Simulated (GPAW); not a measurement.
## AsP (honeycomb bilayer): G0W0 on several meshes in GPAW

Wanted: mesh dependence and cost of G0W0 for AsP (honeycomb bilayer).

Calculated with GPAW 26.7.0; LDA and many-body steps on it, plane waves.

## (1) Set-up

The cell holds 4 atoms: 2 P and 2 As. Its edges and angles: a = 3.393 Å, b = 3.393 Å, c = 16.900 Å, α = 90.0°, β = 90.0°, γ = 120.0°. It derives from AsP. Vacuum lies along c.

Structure file:

```xyz
4
Lattice="3.3933 0.0000 0.0000 -1.6967 2.9387 0.0000 0.0000 0.0000 16.9000" Properties=species:S:1:pos:R:3
P     0.0000    1.9591    6.9466
As    1.6967    0.9796    5.6282
P     0.0000    1.9591   11.2711
As    1.6967    0.9796    9.9536
```

The structure was relaxed with LDA. The runs that relaxed it are not among those shown.

## (2) Empty states on the mesh, 12×12×1 mesh, 283 bands

This step: GPAW 26.7.0; DFT, LDA, plane waves, PAW.

The sums over transitions need many empty states on a uniform mesh; this step solves for them.

Input file run.py:

```python
import json
import numpy as np
from gpaw.mpi import world
from gpaw import GPAW

calc = GPAW('gs.gpw').fixed_density(kpts={'size': (12, 12, 1), 'gamma': True},
    parallel={'domain': 1, 'band': 1},
    txt='nscf.txt')
calc.diagonalize_full_hamiltonian(nbands=283)
calc.write('full.gpw', mode='all')
res = {}
kpts = calc.get_ibz_k_points()
res['kpts'] = kpts
res['eigenvalues'] = [calc.get_eigenvalues(kpt=k) for k in range(len(kpts))]
res['n_electrons'] = calc.get_number_of_electrons()

if world.rank == 0:
    with open('result.json', 'w') as f:
        json.dump(res, f, default=lambda x: x.tolist())
```

Started as:

```
mpirun -n 8 gpaw python run.py
```

Numbers of over 12 decimals in the logs are rounded to 6 here.

What it wrote:

```text
Diagonalizing LCAO Hamiltonian
Converting LCAO to pw mode
convergence criteria:
- Maximum integral of absolute [eigenst]ate change: 4e-08 eV^2 / valence electron
maximum number of iterations: 100

SCF iterations
|iter     |     time |      energy | eigst |  dens |
|iter:   1|  |             | +0.45 |       |
|iter:   2|  |             | -1.08 |       |
|iter:   3|  |             | -2.25 |       |
[...]
|iter:   8|  |             | -6.44 |       |
|iter:   9|  |             | -7.14 |       |
|iter:  10|  |             | -7.66c|       |
SCF steps: 10
  __  _  _
 | _ |_)|_||  |
 |__||  | ||/\| - 26.7.0

Input parameters:
  mode=PW(ecut=450.000000),
  convergence={'density': 1e-06, 'bands': -3},
  gpts=array([18, 18, 84]),
  kpts=MonkhorstPack(size=(12, 12, 1), gamma=True),
  maxiter=100,
  nbands=18,
  occupations=Occupations(name='fermi-dirac', width=0.001, fixmagmom=False),
  parallel={'domain': 1, 'band': 1},
  xc=XC(name='LDA')
Matrix size: 3629x3629
# Writing to full.gpw (mode='all')
  [... matrices ...]

timing:  # [seconds]
  Total: 223.599  # ━━━━━━━━━━━━━━━━━━━━━━━━━━━━━━━━━━━━━━━━━━━━━━━━━━━━━━━━━
```

Wall time 3.9 min (8 MPI ranks of Arm Neoverse V1, shared host); peak memory 9.8 GiB; 28 min of CPU time.

Numbers from this step:

```
gap                                                           : 0.6531 eV
k of the valence top                                          : 0.1667, -0.0833, 0
k of the conduction bottom                                    : 0.3333, 0.3333, 0
least direct gap                                              : 1.500 eV
k points computed                                             : 19
lowest point of the top converged band, above the valence top : 74.9880 eV
```

On this mesh the gap is 0.653 eV.

## (3) 12×12×1

G0W0 replaces the xc potential by the self-energy, built once from these orbitals. Only a window of levels is corrected, while the sums run over the empty bands that the input names.

This step: G0W0 on LDA, plane waves, PAW.

Input file run.py:

```python
import json
import numpy as np
from gpaw.mpi import world
from gpaw.response.g0w0 import G0W0

gw = G0W0('full.gpw',
    filename='gw',
    kpts=[0, 2, 5, 9],
    bands=(8, 12),
    ecut=48,
    nbands=127,
    truncation='2D',
    integrate_gamma='sphere',
    q0_correction=True,
    frequencies={'type': 'nonlinear', 'domega0': 0.15, 'omega2': 15.0},
    eta=0.1,
    nblocksmax=True)
gw.calculate()
res = {mode: {k: v for k, v in r.items() if k != 'sigma_eskwn'}
       for mode, r in gw.all_results.items()}

if world.rank == 0:
    with open('result.json', 'w') as f:
        json.dump(res, f, default=lambda x: x.tolist())
```

Started as:

```
mpirun -n 8 gpaw python run.py
```

What it wrote:

```text
Using integrator: PointIntegrator
NonLinearFrequencyDescriptor(from 0.000 to 59.417 eV, 151 points)
Nonperiodic BCs:  [False False  True]
Using integrator: PointIntegrator
NonLinearFrequencyDescriptor(from 0.000 to 59.417 eV, 151 points)
Nonperiodic BCs:  [False False  True]
Applying analytical 2D correction to W:
    Evaluating Gamma point contribution to W on a 17x17x1 grid
  ___  _ _ _
 |   || | | |
 | | || | | |
 |__ ||_____|
 |___|

BZ k-points: Symmetries present (total): 6

  [... matrices ...]
144 k-points: 12 x 12 x 1 Monkhorst-Pack grid + [1/24,1/24,0.000000]
19 k-points in the irreducible part of the Brillouin zone
       k-points in crystal coordinates                weights
   0:    -0.00000000   -0.00000000    0.00000000          1/144
   1:     0.08333333   -0.00000000    0.00000000          6/144
   2:     0.16666667   -0.08333333    0.00000000          6/144
   3:     0.16666667   -0.00000000    0.00000000          6/144
   4:     0.25000000   -0.08333333    0.00000000         12/144
   5:     0.25000000   -0.00000000    0.00000000          6/144
   6:     0.33333333   -0.16666667    0.00000000          6/144
   7:     0.33333333   -0.08333333    0.00000000         12/144
   8:     0.33333333   -0.00000000    0.00000000          6/144
   9:     0.33333333    0.33333333    0.00000000          2/144
          ...
  18:     0.50000000    0.50000000    0.00000000          3/144

Distributing spins, k-points and bands (1 x 4 x 4) over 1 process
Number of blocks: 8

Quasi particle states:
k-points (IBZ indices): [0, 2, 5, 9]
Band range: (8, 12)
  [... matrices ...]
Computational parameters:
Plane wave cut-off: 48 eV
Number of bands: 127
Coulomb cutoff: 2D
Broadening: 0.1 eV

fxc modes: GW
Kernel: RPA
Using full-frequency real axis integration
Summing all q:

Calculating screened Coulomb potential
2D Coulomb truncation
NonLinearFrequencyDescriptor(from 0.000 to 59.417 eV, 151 points)
Removing empty qpoint cache files...

Calculating chi0 body with:
    Ground state adapter containing:
    Number of spins: 1
    Number of kpoints: 144
    Number of irreducible kpoints: 19
    Number of completely occupied states: 10
    Number of partially occupied states: 10
    Occupied states memory: 4.15283203125 M / cpu

    Linear response parametrization:
    q_c: [-2.0816681711721685e-17, -2.0816681711721685e-17, 0.0]
    Number of frequency points: 151
    Planewave cutoff: 48.0
    Number of bands: 127
    Number of planewaves: 109
    Broadening (eta): 0.1
    comm.size: 8
    kncomm.size: 1
    blockcomm.size: 8

    Memory estimate of potentially large arrays:
        chi0_wGG: 3.421843 M / cpu
Integrating chi0 body.

Symmetries of q_c:
    Direct symmetries (Uq -> q): 6
    Indirect symmetries (TUq -> q): 6
In total 12 allowed symmetries.

  [... matrices ...]
19 groups of equivalent kpoints. 86.805556% reduction.

Integral kind: spectral function
Integrating chi0 head and wings.

Symmetries of q_c:
    Direct symmetries (Uq -> q): 6
    Indirect symmetries (TUq -> q): 6
In total 12 allowed symmetries.

  [... matrices ...]
19 groups of equivalent kpoints. 86.805556% reduction.

Integral kind: spectral function wings

Calculating chi0 body with:
    Ground state adapter containing:
    Number of spins: 1
    Number of kpoints: 144
    Number of irreducible kpoints: 19
    Number of completely occupied states: 10
    Number of partially occupied states: 10
[... the further q-points ...]

Results:
f:      Occupation numbers
eps:     KS-eigenvalues [eV]
vxc:     KS vxc [eV]
exx:     Exact exchange [eV]
sigma:   Self-energies [eV]
dsigma:  Self-energy derivatives
Z:       Renormalization factors
qp:      QP-energies [eV]

k-point 0 (0): (-0.000, -0.000, 0.000)                GW
band       f     eps     vxc     exx   sigma  dsigma       Z      qp
                                                                   GW
   8   1.000  -0.311 -15.452 -16.463   1.214  -0.324   0.755  -0.157
   9   1.000   0.038 -13.014 -14.353   1.178  -0.344   0.744  -0.081
  10   0.000   2.295 -15.283 -10.482  -3.178  -0.308   0.764   3.536
  11   0.000   2.827 -15.349 -10.425  -3.301  -0.316   0.760   4.061

k-point 1 (2): (0.167, -0.083, 0.000)                GW
band       f     eps     vxc     exx   sigma  dsigma       Z      qp
                                                                   GW
   8   1.000  -1.083 -14.911 -16.190   1.398  -0.338   0.747  -0.995
   9   1.000   0.163 -13.499 -14.812   1.189  -0.341   0.746   0.070
[...]
k-point 2 (5): (0.250, -0.000, 0.000)                GW
band       f     eps     vxc     exx   sigma  dsigma       Z      qp
                                                                   GW
[...]
k-point 3 (9): (0.333, 0.333, 0.000)                GW
band       f     eps     vxc     exx   sigma  dsigma       Z      qp
                                                                   GW
[...]
9   1.000  -1.984 -13.810 -16.152   2.151  -0.410   0.709  -2.119
  10   0.000   0.816 -11.171  -7.380  -2.804  -0.316   0.760   1.566
  11   0.000   1.971 -11.974  -7.676  -3.161  -0.341   0.746   2.819
```

The job ended after 8 min (8 MPI ranks; peak memory 3.5 GiB).

This step gave:

- G0W0 gap on the mesh: 1.495 eV
- least direct G0W0 gap on the computed points: 2.480 eV
- Z at the valence top: 0.7455
- Z at the conduction bottom: 0.7597
- starting gap on the mesh: 0.6531 eV
- k of the valence top: 0.1667, -0.0833, 0
- k of the conduction bottom: 0.3333, 0.3333, 0

The gap on the mesh goes from 0.65 eV to 1.50 eV, a correction of +0.84 eV.

## (4) Empty states on the mesh, 9×9×1 mesh, 137 bands

This step: DFT, LDA, plane waves, PAW.

Input file run.py:

```python
import json
import numpy as np
from gpaw.mpi import world
from gpaw import GPAW

calc = GPAW('gs.gpw').fixed_density(kpts={'size': (9, 9, 1), 'gamma': True},
    nbands=159,
    convergence={'bands': 137},
    update_fermi_level=True,
    txt='nscf.txt')
calc.write('full.gpw', mode='all')
res = {}
kpts = calc.get_ibz_k_points()
res['kpts'] = kpts
res['eigenvalues'] = [calc.get_eigenvalues(kpt=k) for k in range(len(kpts))]
res['n_electrons'] = calc.get_number_of_electrons()

if world.rank == 0:
    with open('result.json', 'w') as f:
        json.dump(res, f, default=lambda x: x.tolist())
```

Started as:

```
mpirun -n 8 gpaw python run.py
```

What it wrote:

```text
Diagonalizing LCAO Hamiltonian
Converting LCAO to pw mode
convergence criteria:
- Maximum integral of absolute [eigenst]ate change: 4e-08 eV^2 / valence electron
maximum number of iterations: 100

SCF iterations
|iter     |     time |      energy | eigst |  dens |
|iter:   1|  |             | +4.23 |       |
|iter:   2|  |             | +3.04 |       |
|iter:   3|  |             | +1.93 |       |
[...]
|iter:  13|  |             | -6.62 |       |
|iter:  14|  |             | -7.18 |       |
|iter:  15|  |             | -7.48c|       |
SCF steps: 15
  __  _  _
 | _ |_)|_||  |
 |__||  | ||/\| - 26.7.0

Input parameters:
  mode=PW(ecut=450.000000),
  convergence={'bands': 137},
  gpts=array([18, 18, 84]),
  kpts=MonkhorstPack(size=(9, 9, 1), gamma=True),
  maxiter=100,
  nbands=159,
  occupations=Occupations(name='fermi-dirac', width=0.001, fixmagmom=False),
  parallel={},
  xc=XC(name='LDA')
# Writing to full.gpw (mode='all')
  [... matrices ...]

timing:  # [seconds]
  Total: 0.152  # ━━━━━━━━━━━━━━━━━━━━━━━━━━━━━━━━━━━━━━━━━━━━━━━━━━━━━━━━━━━
```

The job ended after 95 s (8 MPI ranks; peak memory 1.5 GiB).

This step gave:

```
gap                                                           : 0.6618 eV
k of the valence top                                          : 0.1111, 0, 0
k of the conduction bottom                                    : 0.3333, 0.3333, 0
least direct gap                                              : 1.537 eV
k points computed                                             : 12
lowest point of the top converged band, above the valence top : 44.58 eV
```

On this mesh the gap is 0.662 eV.

## (5) 9×9×1

This step: G0W0 on LDA, plane waves, PAW.

Input file run.py:

```python
import json
import numpy as np
from gpaw.mpi import world
from gpaw.response.g0w0 import G0W0

gw = G0W0('full.gpw',
    filename='gw',
    kpts=[0, 1, 3, 6],
    bands=(8, 12),
    ecut=48,
    nbands=127,
    truncation='2D',
    integrate_gamma='sphere',
    q0_correction=True,
    frequencies={'type': 'nonlinear', 'domega0': 0.15, 'omega2': 15.0},
    eta=0.1,
    nblocksmax=True)
gw.calculate()
res = {mode: {k: v for k, v in r.items() if k != 'sigma_eskwn'}
       for mode, r in gw.all_results.items()}

if world.rank == 0:
    with open('result.json', 'w') as f:
        json.dump(res, f, default=lambda x: x.tolist())
```

Started as:

```
mpirun -n 8 gpaw python run.py
```

What it wrote:

```text
Using integrator: PointIntegrator
NonLinearFrequencyDescriptor(from 0.000 to 59.417 eV, 151 points)
Nonperiodic BCs:  [False False  True]
Using integrator: PointIntegrator
NonLinearFrequencyDescriptor(from 0.000 to 59.417 eV, 151 points)
Nonperiodic BCs:  [False False  True]
Applying analytical 2D correction to W:
    Evaluating Gamma point contribution to W on a 21x21x1 grid
  ___  _ _ _
 |   || | | |
 | | || | | |
 |__ ||_____|
 |___|

BZ k-points: Symmetries present (total): 6

  [... matrices ...]
81 k-points: 9 x 9 x 1 Monkhorst-Pack grid
12 k-points in the irreducible part of the Brillouin zone
       k-points in crystal coordinates                weights
   0:     0.00000000    0.00000000    0.00000000          1/81
   1:     0.11111111    0.00000000    0.00000000          6/81
   2:     0.22222222   -0.11111111    0.00000000          6/81
[...]
9:     0.44444444    0.00000000    0.00000000          6/81
          ...
  11:     0.44444444    0.44444444    0.00000000          6/81

Distributing spins, k-points and bands (1 x 4 x 4) over 1 process
Number of blocks: 8

Quasi particle states:
k-points (IBZ indices): [0, 1, 3, 6]
Band range: (8, 12)
  [... matrices ...]
Computational parameters:
Plane wave cut-off: 48 eV
Number of bands: 127
Coulomb cutoff: 2D
Broadening: 0.1 eV

fxc modes: GW
Kernel: RPA
Using full-frequency real axis integration
Summing all q:

Calculating screened Coulomb potential
2D Coulomb truncation
NonLinearFrequencyDescriptor(from 0.000 to 59.417 eV, 151 points)
Removing empty qpoint cache files...

Calculating chi0 body with:
    Ground state adapter containing:
    Number of spins: 1
    Number of kpoints: 81
    Number of irreducible kpoints: 12
    Number of completely occupied states: 10
[...]
Indirect symmetries (TUq -> q): 6
In total 12 allowed symmetries.

  [... matrices ...]
12 groups of equivalent kpoints. 85.185185% reduction.

Integral kind: spectral function
Integrating chi0 head and wings.

Symmetries of q_c:
    Direct symmetries (Uq -> q): 6
    Indirect symmetries (TUq -> q): 6
In total 12 allowed symmetries.

  [... matrices ...]
12 groups of equivalent kpoints. 85.185185% reduction.

Integral kind: spectral function wings

Calculating chi0 body with:
    Ground state adapter containing:
    Number of spins: 1
    Number of kpoints: 81
    Number of irreducible kpoints: 12
    Number of completely occupied states: 10
    Number of partially occupied states: 10
[... the further q-points ...]

Results:
f:      Occupation numbers
eps:     KS-eigenvalues [eV]
vxc:     KS vxc [eV]
exx:     Exact exchange [eV]
sigma:   Self-energies [eV]
dsigma:  Self-energy derivatives
Z:       Renormalization factors
qp:      QP-energies [eV]

k-point 0 (0): (0.000, 0.000, 0.000)                GW
band       f     eps     vxc     exx   sigma  dsigma       Z      qp
                                                                   GW
   8   1.000  -0.311 -15.452 -16.487   1.241  -0.330   0.752  -0.156
   9   1.000   0.038 -13.014 -14.350   1.167  -0.344   0.744  -0.087
  10   0.000   2.295 -15.283 -10.452  -3.211  -0.314   0.761   3.528
[...]
k-point 1 (1): (0.111, 0.000, 0.000)                GW
band       f     eps     vxc     exx   sigma  dsigma       Z      qp
                                                                   GW
[...]
k-point 2 (3): (0.222, 0.000, 0.000)                GW
band       f     eps     vxc     exx   sigma  dsigma       Z      qp
                                                                   GW
[...]
k-point 3 (6): (0.333, 0.333, 0.000)                GW
band       f     eps     vxc     exx   sigma  dsigma       Z      qp
                                                                   GW
[...]
10   0.000   0.816 -11.171  -7.380  -2.809  -0.320   0.758   1.560
  11   0.000   1.971 -11.974  -7.675  -3.167  -0.343   0.745   2.813
```

Run time: 4.7 min. Hardware: 8 MPI ranks; peak memory 2.8 GiB; 22 min of CPU time.

This step gave:

| Item | Value |
| --- | --- |
| G0W0 gap on the mesh | 1.513 eV |
| least direct G0W0 gap on the computed points | 2.549 eV |
| Z at the valence top | 0.7461 |
| Z at the conduction bottom | 0.7578 |
| starting gap on the mesh | 0.6618 eV |
| k of the valence top | 0.1111, 0, 0 |
| k of the conduction bottom | 0.3333, 0.3333, 0 |

Against G0W0 in GPAW (12×12×1 mesh, 127 bands, screening to 48 eV, full frequency, Hilbert transform), the gap moves by +0.018 eV.

## (6) The runs together

Times are wall times on 8 MPI ranks of Arm Neoverse V1, shared host, good to a factor of about two.

| run | mesh | bands | screening cutoff (eV) | DFT gap (eV) | gap on the mesh (eV) | direct (eV) | time |
| --- | --- | --- | --- | --- | --- | --- | --- |
| 12×12×1 | 12×12×1 | 127 | 48 | 0.653 | 1.495 | 2.480 | 8 min |
| 9×9×1 | 9×9×1 | 127 | 48 | 0.662 | 1.513 | 2.549 | 4.7 min |

## (7) Summary of results

```yaml
12x12x1: 1.495 eV
9x9x1: 1.513 eV
known_limits: not at the basis limit; no spin-orbit coupling
```

In words: 9×9×1: +0.018 eV against 12×12×1, +0.009 eV of it in the start. Bands and cutoff are finite, so the gap is not at the basis limit. The miss can reach some tenths of an eV and take either sign; the mesh is an error of its own. These stock PAW sets were not made for GW; the filled d or f shell of As lies in the frozen core, which bears on start and correction. The many-body steps are scalar-relativistic: spin-orbit coupling is not in them.

[Paths, hosts, dates, memory and timing lines, banners, echoed tables and standing remarks are left out of the program output.]

[Logs are printed without paths, hosts, clocks, repeated set-up lines and the standing remarks that a program may print on its own settings, such as how far it seeks lower states.]

[Runs of the session that timed out or met a known fault of the program may be left out.]

[Hosts, paths, dates, database ids (printed as entryN), source tags and the programs' standing remarks are cut or masked in the printed files.]
